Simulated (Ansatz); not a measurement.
**Ta (Im-3m): phonon-mediated transition temperature**

Aim: the phonon-mediated transition temperature of Ta (Im-3m) at ambient pressure, over a range of μ*. The cell shown first is a relaxed one, from steps not shown here.

Calculated with Ansatz 0.2.0; DFT PBE, scalar-relativistic, plane waves, PAW, in the first sound run; inputs show where later runs differ.

**Measured values to reproduce.**

“Surface-resistance measurements using superconducting stripline resonators” (2013, arxiv:1309.5331) reports for Ta, by microwave stripline resonator (foil much thicker than the skin depth): superconducting transition temperature (superconducting transition seen in surface resistance) 4.5 K.

Report form: the programs' logs are mostly left out.

## (1) The cell after earlier relaxation steps

Symmetry: Im-3m, No. 229, cubic system. Conventional cell: a = 3.316 Å, b = 3.316 Å, c = 3.316 Å, α = 90.00°, β = 90.00°, γ = 90.00°. Ta has 8 Ta at 2.87 Å nearest.

## (2) Electron–phonon run: finite displacements

The run that gives the couplings also evaluates McMillan's and Allen and Dynes's formulas and, where asked, the Eliashberg equations, over a range of μ*.

Input file input.yaml:

```yaml
crystal:
  lattice:
    - [-1.6578710215, 1.6578710215, 1.6578710215]
    - [1.6578710215, -1.6578710215, 1.6578710215]
    - [1.6578710215, 1.6578710215, -1.6578710215]
  atoms:
    - { symbol: Ta, position: [0.0, 0.0, 0.0] }
kpoints:
  mp_grid: { grid: [9, 9, 9] }
hamiltonian:
  xc: pbe
scf:
  occupations: { method: methfessel_paxton, width: 0.2 }
output:
  eigenvalues: true
phonons:
  method: fd
  supercell: [3, 3, 3]
  temperatures: { t_max: 1000, t_step: 50 }
  qpath:
    path:
      - [[0.0, 0.0, 0.0], [0.5, -0.5, 0.5], [0.0, 0.0, 0.5], [0.0, 0.0, 0.0], [0.25, 0.25, 0.25], [0.5, -0.5, 0.5]]
      - [[0.25, 0.25, 0.25], [0.0, 0.0, 0.5]]
    npoints: 10
  electrical_resistivity:
    mesh: [16, 16, 16]
    temperatures: [20.0, 50.0, 80.0, 100.0, 150.0, 200.0, 273.0, 300.0, 400.0, 500.0, 600.0, 800.0]
  superconductivity: { mesh: [16, 16, 16], eliashberg_equations: false }
```

Run with:

```
$ ansatz run input.yaml --threads 4 --pin off --max-ram 10240MiB --backend cpu --events-out ev --progress --plain --runs-dir out
```

Run time: 55 s. Hardware: 4 threads of Intel Xeon Platinum 8488C (Sapphire Rapids), shared host; peak memory 3.2 GiB; 3.4 min of CPU time.

Numbers from this step:

| Quantity | Value |
| --- | --- |
| volume per atom | 18.23 Å³ |
| metallic on mesh | yes |
| gap on the k-mesh | 0 eV |
| zero point energy | 0.01941 eV/cell |
| share of imaginary modes in the plain interpolation between solved wavevectors | 0 |
| highest frequency, solved or plainly interpolated | 143.6 cm⁻¹ |
| Debye temperature (second moment) | 199 K |
| resistivity at 300 K | 14.13 μΩ cm |
| coupling constant λ | 0.9763 |
| density of states at the Fermi level | 0.6617 states/eV a spin and cell |
| log mean phonon energy ħω_log | 11.9 meV |
| transport coupling constant λ_tr | 0.9351, 0.9351, 0.9351 (xx, yy, zz) |
| Drude plasma energy | 8.721, 8.721, 8.721 eV (xx, yy, zz) |
| resistivity times mean free path | 4.304, 4.304, 4.304 × 10⁻¹⁶ Ω m² (xx, yy, zz) |
| second-moment phonon energy ħω₂ | 13.44 meV |
| coupling λ by branch | 0.411, 0.313, 0.252 (branches by rank of frequency) |

Transition temperatures:

```tsv
μ*	McMillan Tc (K)	Allen–Dynes Tc (K)
0.08	10.2	10.9
0.1	9.26	9.82
0.12	8.36	8.81
0.13	7.91	8.32
0.14	7.47	7.85
0.16	6.61	6.92
0.2	5	5.2
```

## (3) Electron–phonon run: r2SCAN at its own relaxed cell

The functional sets the lattice constant, the bands and the force constants.

This step: DFT r2SCAN, scalar-relativistic, plane waves, PAW (Ansatz 0.2.0).

Changes to input.yaml since step 2:

```diff
@@ -2,5 +2,5 @@
   lattice:
-    - [-1.6578710215, 1.6578710215, 1.6578710215]
-    - [1.6578710215, -1.6578710215, 1.6578710215]
-    - [1.6578710215, 1.6578710215, -1.6578710215]
+    - [-1.6516751883, 1.6516751883, 1.6516751883]
+    - [1.6516751883, -1.6516751883, 1.6516751883]
+    - [1.6516751883, 1.6516751883, -1.6516751883]
   atoms:
@@ -10,3 +10,3 @@
 hamiltonian:
-  xc: pbe
+  xc: r2scan
 scf:
@@ -16,4 +16,4 @@
 phonons:
-  method: fd
-  supercell: [3, 3, 3]
+  method: dfpt
+  qmesh: [3, 3, 3]
   temperatures: { t_max: 1000, t_step: 50 }
```

Run time: 87 s. Hardware: 4 threads; peak memory 2.7 GiB; 5.4 min of CPU time.

This step gave:

```
volume per atom                                   : 18.02 Å³
zero point energy                                 : 0.01999 eV/cell
highest frequency, solved or plainly interpolated : 146.8 cm⁻¹
Debye temperature (second moment)                 : 205 K
resistivity at 300 K                              : 14.93 μΩ cm
coupling constant λ                               : 1.054
density of states at the Fermi level              : 0.6194 states/eV a spin and cell
log mean phonon energy ħω_log                     : 12.02 meV
transport coupling constant λ_tr                  : 1.017, 1.017, 1.017 (xx, yy, zz)
Drude plasma energy                               : 8.818, 8.818, 8.818 eV (xx, yy, zz)
resistivity times mean free path                  : 4.364, 4.364, 4.364 × 10⁻¹⁶ Ω m² (xx, yy, zz)
second-moment phonon energy ħω₂                   : 13.60 meV
coupling λ by branch                              : 0.447, 0.347, 0.26 (branches by rank of frequency)
```

Transition temperatures:

```tsv
μ*	McMillan Tc (K)	Allen–Dynes Tc (K)
0.08	11.4	12.3
0.1	10.5	11.2
0.12	9.57	10.2
0.13	9.11	9.65
0.14	8.66	9.15
0.16	7.77	8.17
0.2	6.06	6.34
```

## (4) Resistivity: spin–orbit coupling

Spin–orbit coupling splits bands near the Fermi level of heavy elements; the run uses the base functional.

This step: DFT PBE, spin-orbit coupling, plane waves, PAW (Ansatz 0.2.0).

input.yaml, the sections that differ from step 3:

```yaml
crystal:
  lattice:
    - [-1.6578710215, 1.6578710215, 1.6578710215]
    - [1.6578710215, -1.6578710215, 1.6578710215]
    - [1.6578710215, 1.6578710215, -1.6578710215]
  atoms:
    - { symbol: Ta, position: [0.0, 0.0, 0.0] }
hamiltonian:
  xc: pbe
  pseudopotentials: { kind: paw_fr }
magnetization:
  noncollinear: true
  spin_orbit: true
# kpoints, scf, output, phonons: as in step 3
```

Wall time 1.9 min (4 threads); peak memory 4.6 GiB.

Numbers from this step:

- volume per atom: 18.23 Å³
- zero point energy: 0.01956 eV/cell
- highest frequency, solved or plainly interpolated: 145.2 cm⁻¹
- Debye temperature (second moment): 201 K
- resistivity at 300 K: 14.82 μΩ cm
- coupling constant λ: 0.9681
- density of states at the Fermi level: 0.6789 states/eV a spin and cell
- log mean phonon energy ħω_log: 11.83 meV
- transport coupling constant λ_tr: 0.933, 0.933, 0.933 (xx, yy, zz)
- Drude plasma energy: 8.512, 8.512, 8.512 eV (xx, yy, zz)
- resistivity times mean free path: 4.353, 4.353, 4.353 × 10⁻¹⁶ Ω m² (xx, yy, zz)
- second-moment phonon energy ħω₂: 13.38 meV
- coupling λ by branch: 0.413, 0.309, 0.246 (branches by rank of frequency)

Transition temperatures:

```tsv
μ*	McMillan Tc (K)	Allen–Dynes Tc (K)
0.08	10	10.7
0.1	9.09	9.62
0.12	8.18	8.63
0.13	7.74	8.14
0.14	7.31	7.67
0.16	6.46	6.75
0.2	4.86	5.05
```

Table of Eliashberg function α²F by phonon energy; read off at these points:

```tsv
phonon energy (meV)	α²F	α²F tr
0.50	6.5e-5	0
1.00	6.4e-4	1.0e-4
1.50	0.00229	4.0e-4
2.00	0.00470	8.3e-4
2.50	0.00784	0.00183
3.00	0.0139	0.00447
3.50	0.0221	0.00900
4.00	0.0317	0.0154
4.50	0.0425	0.0242
5.00	0.0506	0.0321
5.50	0.0658	0.0477
6.00	0.105	0.0893
6.50	0.109	0.0982
7.00	0.124	0.117
7.50	0.135	0.130
8.00	0.149	0.145
8.50	0.166	0.161
9.00	0.183	0.176
9.50	0.210	0.201
10.00	0.250	0.241
10.50	0.356	0.368
11.00	0.664	0.706
11.34	0.937	0.954
11.50	0.807	0.837
12.00	0.599	0.628
12.50	0.503	0.533
13.00	0.436	0.461
13.50	0.456	0.489
14.00	0.448	0.500
14.50	0.380	0.439
15.00	0.362	0.402
15.50	0.431	0.443
16.00	0.441	0.438
16.50	0.538	0.505
17.00	0.939	0.811
17.21	1.43	1.17
17.50	1.35	1.16
17.69	1.69	1.53
17.85	1.55	1.53
18.00	1.30	1.31
18.50	0.225	0.229
19.00	0.161	0.155
19.50	0.160	0.130
20.00	0.0392	0.0260
```

Twice the integral of α²F/ω over this curve gives λ = 0.97, half of it from below 12.8 meV. Distinct peaks of the Eliashberg function α²F (α²F) stand at 11.34, 17.21 and 17.69 meV; the one at 17.7 meV is strongest.

## (5) What came out

```json
{"meshes": "q 3×3×3, k 9×9×9, scattering 16×16×16", "coupling constant λ": "0.968", "log mean phonon energy ħω_log": "11.8 meV", "Allen–Dynes Tc at μ* = 0.1": "9.62 K", "Allen–Dynes Tc at μ* = 0.13": "8.14 K"}
```

**Reading.** In the last run (PBE, spin–orbit coupling, q 3×3×3, k 9×9×9, scattering 16×16×16), with λ = 0.97 and ħω_log = 11.8 meV, Tc at μ* = 0.13 is 7.7 K by McMillan's formula and 8.1 K by Allen and Dynes's. Raising μ* from 0.10 to 0.16 lowers the Allen–Dynes value from 9.6 to 6.8 K. By the run's own test λ is not converged in the fine mesh: it moves by 5 % between the two finest. The run's transport test calls it not converged in the mesh; ρ(300 K) moves by 13 % in the component that moves most. λ of these runs moves by 5 to 7 % between their two finest meshes, and Tc by more, so small gaps between the runs or to the measured value rank nothing. These meshes are coarse. Over the runs, λ takes the values 0.976, 1.05 and 0.968, in the order shown. μ* is a typed number, phonons are harmonic, and spin fluctuations are left out; at μ* = 0.13 McMillan's formula turns 1 % in λ into about 1.8 % in Tc.

Calculation against experiment:

| quantity | measured | Allen–Dynes, PBE, q 3×3×3, fine 16×16×16, displacements | Allen–Dynes, r2SCAN, q 3×3×3, fine 16×16×16 | Allen–Dynes, PBE SOC, q 3×3×3, fine 16×16×16 |
| --- | --- | --- | --- | --- |
| superconducting transition temperature (μ* = 0.13) (kelvin) | 4.5 | 8.32 (+84.9 %) | 9.65 (+114.4 %) | 8.14 (+80.9 %) |

Measured values from arxiv:1309.5331 (2013).

**Verdict.** For the superconducting transition temperature, of the levels listed nearest comes Allen–Dynes, PBE SOC, q 3×3×3, fine 16×16×16 (+80.9 %, a clear miss) and farthest Allen–Dynes, r2SCAN, q 3×3×3, fine 16×16×16 (+114.4 %, a clear miss). Limits of convergence are named above.

[Logs are printed without paths, hosts, clocks, repeated set-up lines and the standing remarks that a program may print on its own settings, such as how far it seeks lower states.]

[Hosts, paths, dates, database ids (printed as entryN), source tags and the programs' standing remarks are cut or masked in the printed files.]
